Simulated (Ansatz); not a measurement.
## SnPb2 (model cell, started as antifluorite): from the cell to its phonons

Task: relax SnPb2 (model cell, started as antifluorite), then find its harmonic phonons.

Program: Ansatz 0.2.0. Level of theory: DFT PBEsol, scalar-relativistic, plane waves, PAW. Results are calculated unless marked as measured.

This is a report of a sequence of runs, with most program output left out.

The structure was built from a prototype and need not be the compound's stable phase.

**1. The starting structure**

The structure is cubic, space group Fm-3m (No. 225). Conventional cell: a = 7.516 Å, b = 7.516 Å, c = 7.516 Å, α = 90.00°, β = 90.00°, γ = 90.00°. Nearest to Sn lie 8 Pb at 3.25 Å. Nearest to Pb lie 4 Sn at 3.25 Å. Farther neighbours are not listed.

**2. Relaxation**

Harmonic phonons are second derivatives at a point where the forces vanish, and they are wanted at zero stress, so atoms and cell are relaxed first.

input.yaml reads:

```yaml
crystal:
  lattice:
    - [0.0, 3.75786, 3.75786]
    - [3.75786, 0.0, 3.75786]
    - [3.75786, 3.75786, 0.0]
  atoms:
    - { symbol: Sn, position: [0.0, 0.0, 0.0] }
    - { symbol: Pb, position: [0.25, 0.25, 0.25] }
    - { symbol: Pb, position: [0.75, 0.75, 0.75] }
kpoints:
  mp_grid: { grid: [8, 8, 8] }
hamiltonian:
  xc: pbesol
scf:
  occupations: { method: gaussian, width: 0.1 }
output:
  forces: true
  stress: true
  eigenvalues: true
  write_density: true
  write_potential: true
  elf: true
  volumetric_format: npy
relax:
  adjacent_minimum: "off"
  f_tol: 0.005
  max_steps: 80
  cell: { stress_tol: 0.05 }
```

Run with:

```sh
ansatz run input.yaml --threads 4 --pin off --max-ram 7168MiB --backend cpu --events-out ev --progress --plain --runs-dir out
```

Run time: 9.9 s. Hardware: 4 threads of Intel Xeon Platinum 8259CL at 2.50GHz (Skylake/Cascade Lake), shared host; peak memory 0.54 GiB; 25 s of CPU time.

The steps of the relaxation:

```
step  energy less that of the first step (eV)  largest force component (eV/Å)  pressure (GPa)  volume (Å³)
   1                                   0.0000                          0.0000           -1.96       106.13
   2                                  -0.0370                          0.0000            0.13       100.13
   3                                  -0.0371                          0.0000           -0.01       100.50
  4*                                  -0.0365                          0.0000           -0.02       100.50
```

Relaxation steps marked * repeat the geometry before them on a plane-wave basis chosen anew for their cell, so energy and pressure can jump there.

The run keeps the 48 symmetry operations that it works with, so distortions that break them were not tested.

```
conventional cell, symmetrised  before  after  change
                         a (Å)   7.516  7.380  -1.8 %
                         b (Å)   7.516  7.380  -1.8 %
                         c (Å)   7.516  7.380  -1.8 %
              volume (Å³/atom)   35.38  33.50  -5.3 %
```

The relaxed structure:

```xyz
3
Lattice="0.0000 3.6901 3.6901 3.6901 0.0000 3.6901 3.6901 3.6901 0.0000" Properties=species:S:1:pos:R:3 pbc="T T T"
Sn    0.0000    0.0000    0.0000
Pb    1.8451    1.8451    1.8451
Pb    5.5352    5.5352    5.5352
```

Numbers from this step:

- pressure: -0.01604 GPa
- volume per atom: 33.50 Å³
- gap on the k-mesh: 0 eV

ELF in the ac plane of a cell with a along [110], b along [-110] and c along [001] of the cube at fractional y = 0.000, with atoms of Sn and Pb within 0.2 Å of it. It is the smooth field of the valence electrons, not physical close to the nuclei.

Ten even steps from '0' (0.01) to '9' (0.41), each cell a mean:
```
02788655568872015897555679851
46898788878986457887788778875
88988899988888888988999888888
99878953588789998779733787789
66579710179766665689400498666
33479820289743333589511598533
11368976898631112479967997421
01247899987421001368999986310
00124677764210000135677653100
00012344432100000123444432100
00113455543110000123455432100
00135788875310001246888764210
11258999998521111379999987311
22369953599632222589733798522
44579710179744444689400498544
87778820288767887789511597678
89888876798899889888866887898
77888889988987778988899878987
24788777778974236887777679863
02688644468861004897544579840
```
Columns run along a (10.4 Å), rows up along c (7.4 Å), edges of the conventional cell, whose origin can differ from the input's. Atoms in or near the plane, at fractional coordinates: Sn at (0.00, 0.00), Sn at (0.50, 0.00), Pb at (0.25, 0.25), Pb at (0.75, 0.25), Pb at (0.25, 0.75), Pb at (0.75, 0.75).

Electrostatic potential energy in the ac plane of a cell with a along [110], b along [-110] and c along [001] of the cube at fractional y = 0.000, with atoms of Sn and Pb within 0.2 Å of it. With pseudopotentials it is smooth inside the atoms' cores, unlike the true potential.

Ten even steps from '_' (-32 eV) to '@' (13 eV), each cell a mean:
```
@@%%++##@@@@@@@@@@@@@@##++%%@@@@****%%@@@@@@@@@@@@%%****@@
##++**%%@@%%%%##%%%%@@%%**++##**++##%%%%%%####%%%%%%##++**
**##%%%%%%**--..--**%%%%%%******##%%%%##==::::==##%%%%##**
%%@@@@%%##::______::##%%@@@@%%%%@@@@%%==________++%%@@@@%%
@@@@@@%%**__..--..__**%%@@@@@@@@@@@@%%::__----__--%%@@@@@@
@@@@@@%%**____::____**@@@@@@@@@@@@@@%%--__::::__--%%@@@@@@
@@@@@@@@%%--______==%%@@@@@@@@@@@@@@%%**..____..**%%@@@@@@
@@@@@@@@@@##++==++##@@@@@@@@@@@@@@@@@@%%**++++##%%@@@@@@@@
@@@@@@@@@@@@%%%%%%@@@@@@@@@@@@@@@@@@@@@@@@%%%%@@@@@@@@@@@@
@@@@@@@@@@@@@@@@@@@@@@@@@@@@@@@@@@@@@@@@@@@@@@@@@@@@@@@@@@
@@@@@@@@@@@@@@@@@@@@@@@@@@@@@@@@@@@@@@@@@@@@@@@@@@@@@@@@@@
@@@@@@@@@@%%%%##%%%%@@@@@@@@@@@@@@@@@@@@%%####%%@@@@@@@@@@
@@@@@@@@%%**--..--**%%@@@@@@@@@@@@@@@@##==::::==##@@@@@@@@
@@@@@@@@##::______::##@@@@@@@@@@@@@@%%==________++%%@@@@@@
@@@@@@%%**__..--..__**%%@@@@@@@@@@@@%%::__----__--%%@@@@@@
@@@@@@%%**____::____**%%@@@@@@@@@@@@%%--__::::__--%%@@@@@@
##%%%%%%##--______==%%%%%%%%##%%%%@@%%**..____..**%%@@%%%%
++++##%%%%##++==++##%%%%##++++++**%%%%%%**++++##%%%%%%**++
@@**++%%@@@@%%%%%%@@@@%%++**@@%%++**%%@@%%%%%%%%@@%%**++%%
@@@@++##@@@@@@@@@@@@@@##++@@@@@@##**%%@@@@@@@@@@@@%%++##@@
```
Columns run along a (10.4 Å; values clipped at the 3rd and 97th percentile), rows up along c (7.4 Å), edges of the conventional cell, whose origin can differ from the input's. Atoms in or near the plane, at fractional coordinates: Sn at (0.00, 0.00), Sn at (0.50, 0.00), Pb at (0.25, 0.25), Pb at (0.75, 0.25), Pb at (0.25, 0.75), Pb at (0.75, 0.75).

Valence density in the ac plane of a cell with a along [110], b along [-110] and c along [001] of the cube at fractional y = 0.000, with atoms of Sn and Pb within 0.2 Å of it. It is the smooth field of the valence electrons, not physical close to the nuclei.

Values in units of 1e0 e/Å³, 11 rows by 16 columns, each cell a mean:
```
5.7 0.8 0.2 0.2 0.2 0.2 0.4 4.0 5.7 0.8 0.2 0.2 0.2 0.2 0.4 4.0
0.4 0.2 0.3 1.4 1.8 0.5 0.2 0.4 0.4 0.2 0.3 1.4 1.8 0.5 0.2 0.4
0.1 0.1 0.7 5.2 6.8 1.3 0.1 0.1 0.1 0.1 0.7 5.2 6.8 1.3 0.1 0.1
0.0 0.1 0.4 2.3 3.0 0.6 0.1 0.0 0.0 0.1 0.4 2.3 3.0 0.6 0.1 0.0
0.0 0.0 0.1 0.3 0.3 0.1 0.0 0.0 0.0 0.0 0.1 0.3 0.3 0.1 0.0 0.0
0.0 0.0 0.0 0.1 0.1 0.1 0.0 0.0 0.0 0.0 0.0 0.1 0.1 0.1 0.0 0.0
0.0 0.0 0.1 0.4 0.5 0.2 0.0 0.0 0.0 0.0 0.1 0.4 0.5 0.2 0.0 0.0
0.0 0.1 0.5 3.5 4.5 0.9 0.1 0.0 0.0 0.1 0.5 3.5 4.5 0.9 0.1 0.0
0.1 0.1 0.6 4.5 5.9 1.1 0.2 0.1 0.1 0.1 0.6 4.5 5.9 1.1 0.2 0.1
0.8 0.3 0.3 0.8 1.0 0.3 0.2 0.7 0.8 0.3 0.3 0.8 1.0 0.3 0.2 0.7
8.1 1.0 0.2 0.1 0.1 0.1 0.5 5.7 8.1 1.0 0.2 0.1 0.1 0.1 0.5 5.7
```
Columns run along a (10.4 Å), rows up along c (7.4 Å), edges of the conventional cell, whose origin can differ from the input's. Atoms in or near the plane, at fractional coordinates: Sn at (0.00, 0.00), Sn at (0.50, 0.00), Pb at (0.25, 0.25), Pb at (0.75, 0.25), Pb at (0.25, 0.75), Pb at (0.75, 0.75).

In this step the volume went from 35.38 to 33.50 Å³/atom.

**3. Tight relaxation**

Phonons need a cell at rest on their own settings, so the relaxation is repeated with tight tolerances on forces and stress, using the mesh and the filling of the phonon run that follows.

input.yaml reads:

```yaml
crystal:
  lattice:
    - [0.0, 3.6901472487, 3.6901472487]
    - [3.6901472487, 0.0, 3.6901472487]
    - [3.6901472487, 3.6901472487, 0.0]
  atoms:
    - { symbol: Sn, position: [0.0, 0.0, 0.0] }
    - { symbol: Pb, position: [0.25, 0.25, 0.25] }
    - { symbol: Pb, position: [0.75, 0.75, 0.75] }
kpoints:
  mp_grid: { grid: [8, 8, 8] }
hamiltonian:
  xc: pbesol
scf:
  occupations: { method: methfessel_paxton, width: 0.15 }
output:
  forces: true
  stress: true
  eigenvalues: true
relax:
  adjacent_minimum: "off"
  f_tol: 0.001
  max_steps: 60
  cell: { stress_tol: 0.01 }
```

Run time: 4.8 s. Hardware: 4 threads; peak memory 0.53 GiB.

Little changed from the start: no atom moved by 0.005 Å and no cell edge by 0.1 %.

This step gave:

- pressure: -0.002489 GPa

The forces vanish by symmetry and the pressure is -0.002 GPa, within the tolerances set. The cell now holds 33.50 Å³/atom.

**4. Modes at Γ**

The zone centre comes first: it holds the modes that light can see, as far as symmetry allows. No field response is asked, since the mesh shows no gap.

Changes to input.yaml since step 3:

```diff
@@ -16,9 +16,4 @@
 output:
-  forces: true
-  stress: true
   eigenvalues: true
-relax:
-  adjacent_minimum: "off"
-  f_tol: 0.001
-  max_steps: 60
-  cell: { stress_tol: 0.01 }
+phonons:
+  method: dfpt
```

The job ended after 12 s (4 threads; peak memory 0.96 GiB; 44 s of CPU time).

This step gave:

| Quantity | Value |
| --- | --- |
| sum-rule residual before enforcement | 1.10e-4 eV/Å² |
| point group | m-3m |
| highest optical mode at the zone centre (no LO-TO term) | 98.55 cm⁻¹ |
| lowest optical zone-centre mode | 58.9 cm⁻¹ |

Patterns of degenerate modes are one choice out of their space. The modes at Γ (shares of kinetic energy by element, %):

| mode | frequency (cm⁻¹) | symmetry | Sn % | Pb % |
| --- | --- | --- | --- | --- |
| 1 | 0.0 | acoustic | 22 | 78 |
| 2 | 0.0 | acoustic | 22 | 78 |
| 3 | 0.0 | acoustic | 22 | 78 |
| 4 | 58.9 | T2g | 0 | 100 |
| 5 | 58.9 | T2g | 0 | 100 |
| 6 | 58.9 | T2g | 0 | 100 |
| 7 | 98.5 | T1u | 78 | 22 |
| 8 | 98.5 | T1u | 78 | 22 |
| 9 | 98.5 | T1u | 78 | 22 |

Displacements in mode 5 (58.9 cm⁻¹), the largest set to 1:
```
Sn1  0.00  0.00  0.00
Pb2  1.00 -0.80 -0.05
Pb3 -1.00  0.80  0.05
```

Displacements in mode 8 (98.5 cm⁻¹), the largest set to 1:
```
Sn1  1.00  0.00  0.00
Pb2 -0.29  0.00  0.00
Pb3 -0.29  0.00  0.00
```

Before it was imposed, the acoustic sum rule was missed by 1.1e-4 eV/Å². Small misses are needed for a sound result but don't prove that mesh and cutoff are converged. The lowest optical mode is real, 58.9 cm⁻¹.

**5. Phonons on a q mesh**

Stability and thermal properties need the whole zone. Linear response on a 2×2×2 q mesh gives force constants as far as a supercell of that size would.

Changes to input.yaml since step 4:

```diff
@@ -19 +19,8 @@
   method: dfpt
+  qmesh: [2, 2, 2]
+  temperatures: { t_max: 1000, t_step: 50 }
+  qpath:
+    path:
+      - [[0.0, 0.0, 0.0], [0.5, 0.0, 0.5], [0.625, 0.25, 0.625]]
+      - [[0.375, 0.375, 0.75], [0.0, 0.0, 0.0], [0.5, 0.5, 0.5], [0.5, 0.25, 0.75], [0.5, 0.0, 0.5]]
+    npoints: 10
```

It took 56 s on 4 threads; peak memory 1.4 GiB; 3.5 min of CPU time.

Numbers from this step:

* sum-rule residual before enforcement: 1.84e-5 eV/Å²
* lowest frequency on the path: 0 cm⁻¹
* highest frequency on the path or at a solved wavevector: 100.5 cm⁻¹
* mean frequency: 59.2 cm⁻¹
* Debye temperature (second moment): 122 K
* logarithmic mean frequency: 50.8 cm⁻¹
* lowest mode on the q mesh (acoustic modes at Γ apart): 17.15 cm⁻¹
* zero-point energy per atom: 11 meV
* heat capacity at 300 K: 24.74 J/(mol atoms K)
* vibrational entropy at 300 K: 60.27 J/(mol atoms K)
* edges of the widest gap between branches, on path and mesh: 60.8, 94.1 cm⁻¹

Frequencies (cm⁻¹) solved at each irreducible wavevector; negative means imaginary. Frequencies by wavevector, by row:

```csv
q in reciprocal lattice units,star,mode 1,mode 2,mode 3,mode 4,mode 5,mode 6,mode 7,mode 8,mode 9
0 0 0,1,0,0,0,58.9,58.9,58.9,98.5,98.5,98.5
0 0 -0.5,4,17.1,17.1,45.4,51.4,51.4,51.7,95.5,95.5,100.5
0 -0.5 -0.5,3,25.7,25.7,47.5,47.5,50.5,60.8,94.1,95,95
```

Interpolated from a 2×2×2 q mesh. Phonon branches along the path, in cm⁻¹:

```csv
point,branch 1,branch 2,branch 3,branch 4,branch 5,branch 6,branch 7,branch 8,branch 9
Γ,0,0,0,59,59,59,98,98,98
halfway,18,18,42,53,53,55,96,97,97
X,26,26,48,48,50,61,94,95,95
halfway,25,28,46,48,50,60,94,95,96
U,22,34,41,49,50,58,95,95,97
jump to K,22,34,41,49,50,58,95,95,97
halfway,10,20,41,53,53,56,96,97,98
Γ,0,0,0,59,59,59,98,98,98
halfway,12,12,36,54,56,56,97,97,99
L,17,17,45,51,51,52,96,96,100
halfway,20,29,42,51,51,54,95,95,99
W,26,37,37,49,50,58,95,95,97
halfway,26,29,44,48,50,59,94,95,96
X,26,26,48,48,50,61,94,95,95
```

Tetrahedra on a 16×16×16 mesh, mean over bins of 1 cm-1. Interpolated from a 2×2×2 q mesh. Table of phonon density of states by wavenumber; read off at these points:

```csv
wavenumber (cm⁻¹),phonon density of states (1/cm⁻¹/cell)
0.5,4.0e-5
3.5,0.00256
7.5,0.0145
10.5,0.0302
14.5,0.0619
17.5,0.123
18.5,0.124
21.5,0.122
24.5,0.120
28.5,0.0606
31.5,0.0518
34.5,0.0401
38.5,0.0347
41.5,0.0992
43.5,0.196
45.5,0.0595
48.5,0.101
50.5,0.546
52.5,0.413
55.5,0.227
59.5,0.0230
62.5,0
66.5,0
69.5,0
72.5,0
76.5,0
79.5,0
83.5,0
86.5,0
90.5,0
93.5,3.0e-4
95.5,0.887
97.5,0.442
100.5,0.0185
```

The partial phonon density of states has structure finer than the step of the table below, so its rows give means over 5 cm⁻¹, whole bins alone (the curve runs from -10 to 114 cm⁻¹). Peaks (cm⁻¹: height): Pb 21.8: 0.0867, 52.1: 0.358, 96.4: 0.113; Sn 96.4: 0.361.

Phonopy on the run's constants, 13x13x13 mesh, Gaussian sigma 2.0 cm-1. Interpolated from a 2×2×2 q mesh. The partial phonon density of states by wavenumber; means over each step; values in 1/cm⁻¹/cell:

```
wavenumber (cm⁻¹)       Pb       Sn
               -5   2.6e-5   6.2e-6
                0   6.9e-4   2.1e-4
                5  0.00603  0.00192
               10   0.0223  0.00784
               15   0.0537   0.0209
               20   0.0831   0.0327
               25   0.0722   0.0263
               30   0.0440   0.0134
               35   0.0296  0.00727
               40   0.0617   0.0116
               45    0.103   0.0123
               50    0.273  0.00191
               55    0.257  0.00165
               60   0.0534   3.9e-4
               65  0.00127   6.6e-6
               70        0        0
               75        0        0
               80        0        0
               85   9.6e-6   3.2e-5
               90  0.00800   0.0272
               95   0.0888    0.286
              100   0.0407    0.144
              105   9.3e-4  0.00409
              110        0   2.3e-6
```

Harmonic thermodynamic functions per atom, from the density of states. Interpolated from a 2×2×2 q mesh. Thermodynamic functions, by row:

```
T (K)  F_vib (meV/atom)  S (J/mol-atom/K)  C_V (J/mol-atom/K)
    0                11                 0                   0
   50              6.75             18.73               19.23
  100             -7.15             33.66               23.21
  200            -51.56             50.28               24.48
  300            -109.2             60.27               24.74
  400            -175.5             67.39               24.82
  500            -248.3             72.94               24.87
  600            -326.4             77.48               24.89
  700            -408.7             81.31                24.9
  800            -494.7             84.64               24.91
  900              -584             87.57               24.92
 1000            -676.2              90.2               24.92
```

Harmonic mean-square displacement, third of the trace. Interpolated from a 2×2×2 q mesh. Mean square displacements, by row:

```csv
T (K),Sn1 U_eq (Å²),Pb2 U_eq (Å²),Pb3 U_eq (Å²)
0,0.00266,0.0022,0.0022
100,0.01463,0.01298,0.01298
300,0.04301,0.03843,0.03843
600,0.08585,0.07676,0.07676
```

Symmetry leaves 3 wavevectors to solve. The lowest mode among them, the acoustic zeros apart, lies at q = (0, 0, -0.5) and is real, 17.1 cm⁻¹.

**6. Isotope substitution, element Pb, natural mass 207.2 amu**

An isotope changes the mass and not the force constants, so no new electronic calculation is needed; the shifts show which modes move this element.

The same force constants with the mass of Pb changed from 207.200 to 203.973 u (phonopy, no LO-TO term). Both lists are sorted by frequency; levels can cross, so a row need not hold one and the same mode. Modes under 3 cm⁻¹ are left out. Isotope shifts, by row:

| q | rank | natural mass (cm⁻¹) | changed mass (cm⁻¹) |
| --- | --- | --- | --- |
| 0 0 0 | 4 | 58.9 | 59.36 |
| 0 0 0 | 5 | 58.9 | 59.36 |
| 0 0 0 | 6 | 58.9 | 59.36 |
| 0 0 0 | 7 | 98.55 | 98.72 |
| 0 0 0 | 8 | 98.55 | 98.72 |
| 0 0 0 | 9 | 98.55 | 98.72 |
| 0 0 -0.5 | 1 | 17.15 | 17.24 |
| 0 0 -0.5 | 2 | 17.15 | 17.24 |
| 0 0 -0.5 | 3 | 45.38 | 45.68 |
| 0 0 -0.5 | 4 | 51.38 | 51.79 |
| 0 0 -0.5 | 5 | 51.38 | 51.79 |
| 0 0 -0.5 | 6 | 51.66 | 52.07 |
| 0 0 -0.5 | 7 | 95.49 | 95.73 |
| 0 0 -0.5 | 8 | 95.49 | 95.73 |
| 0 0 -0.5 | 9 | 100.5 | 100.6 |
| 0 -0.5 -0.5 | 1 | 25.74 | 25.89 |
| 0 -0.5 -0.5 | 2 | 25.74 | 25.89 |
| 0 -0.5 -0.5 | 3 | 47.55 | 47.93 |
| 0 -0.5 -0.5 | 4 | 47.55 | 47.93 |
| 0 -0.5 -0.5 | 5 | 50.46 | 50.85 |
| 0 -0.5 -0.5 | 6 | 60.82 | 61.3 |
| 0 -0.5 -0.5 | 7 | 94.09 | 94.09 |
| 0 -0.5 -0.5 | 8 | 94.97 | 95.16 |
| 0 -0.5 -0.5 | 9 | 94.97 | 95.16 |

A mode of this element alone would shift by +0.79 %. The highest zone-centre frequency without the field goes from 98.5 to 98.7 cm⁻¹ (+0.2 %). The product of the frequency ratios over all optical modes at Γ is 1.029; the product rule, (m/m′)^(3k/2) (M′/M)^(3/2) with k = 2 such atoms and M the mass of the cell, gives 1.029.

**7. Isotope substitution, element Sn, natural mass 118.71 amu**

The same for Sn, from 118.71 to 123.91 u.

A mode of this element alone would shift by -2.12 %. The highest zone-centre frequency without the field goes from 98.5 to 96.9 cm⁻¹ (-1.6 %). The product of the frequency ratios over all optical modes at Γ is 0.951; the product rule, (m/m′)^(3k/2) (M′/M)^(3/2) with k = 1 such atoms and M the mass of the cell, gives 0.952.

**8. Results**

```yaml
space_group_after_relaxation_within_0p01_a: Fm-3m
volume_per_atom: 33.5 Å³
electronic_character: no gap on this mesh
highest_optical_mode_at_the_zone_centre_no_lo_to_term: 98.5 cm⁻¹
lowest_optical_zone_centre_mode: 58.9 cm⁻¹
lowest_mode_on_the_q_mesh_acoustic_modes_at_gamma_apart: 17.1 cm⁻¹
highest_frequency_on_the_path_or_at_a_solved_wavevector: 101 cm⁻¹
zero_point_energy_per_atom: 11 meV
heat_capacity_at_300_k: 24.7 J/(mol atoms K)
vibrational_entropy_at_300_k: 60.3 J/(mol atoms K)
debye_temperature_second_moment: 122 K
imaginary_modes_on_the_2x2x2_q_mesh: none
```

In words: The structure is a minimum as far as tested: no mode is imaginary at the 3 irreducible wavevectors of the 2×2×2 mesh, and the softest away from the acoustic zeros lies at 17 cm⁻¹. The optical modes at Γ span 59 to 99 cm⁻¹. The highest mode in this list at Γ, 98.5 cm⁻¹, is mostly motion of Sn (78 % of the kinetic energy). On the path and the mesh, the widest gap between branches runs from 61 to 94 cm⁻¹. With no gap, or one that is small against the smearing, the frequencies hang on the k mesh and the smearing, most of all near Kohn anomalies. Spin-orbit coupling is left out, which can matter for the heavy elements here. The starting cell was built on a prototype and not taken from a measurement, so the phase need not exist. These are harmonic frequencies at zero temperature: anharmonic shifts, linewidths and thermal expansion are left out.

[Logs are printed without paths, hosts, clocks, repeated set-up lines and the standing remarks that a program may print on its own settings, such as how far it seeks lower states.]

[Hosts, paths, dates, database ids (printed as entryN), source tags and the programs' standing remarks are cut or masked in the printed files.]
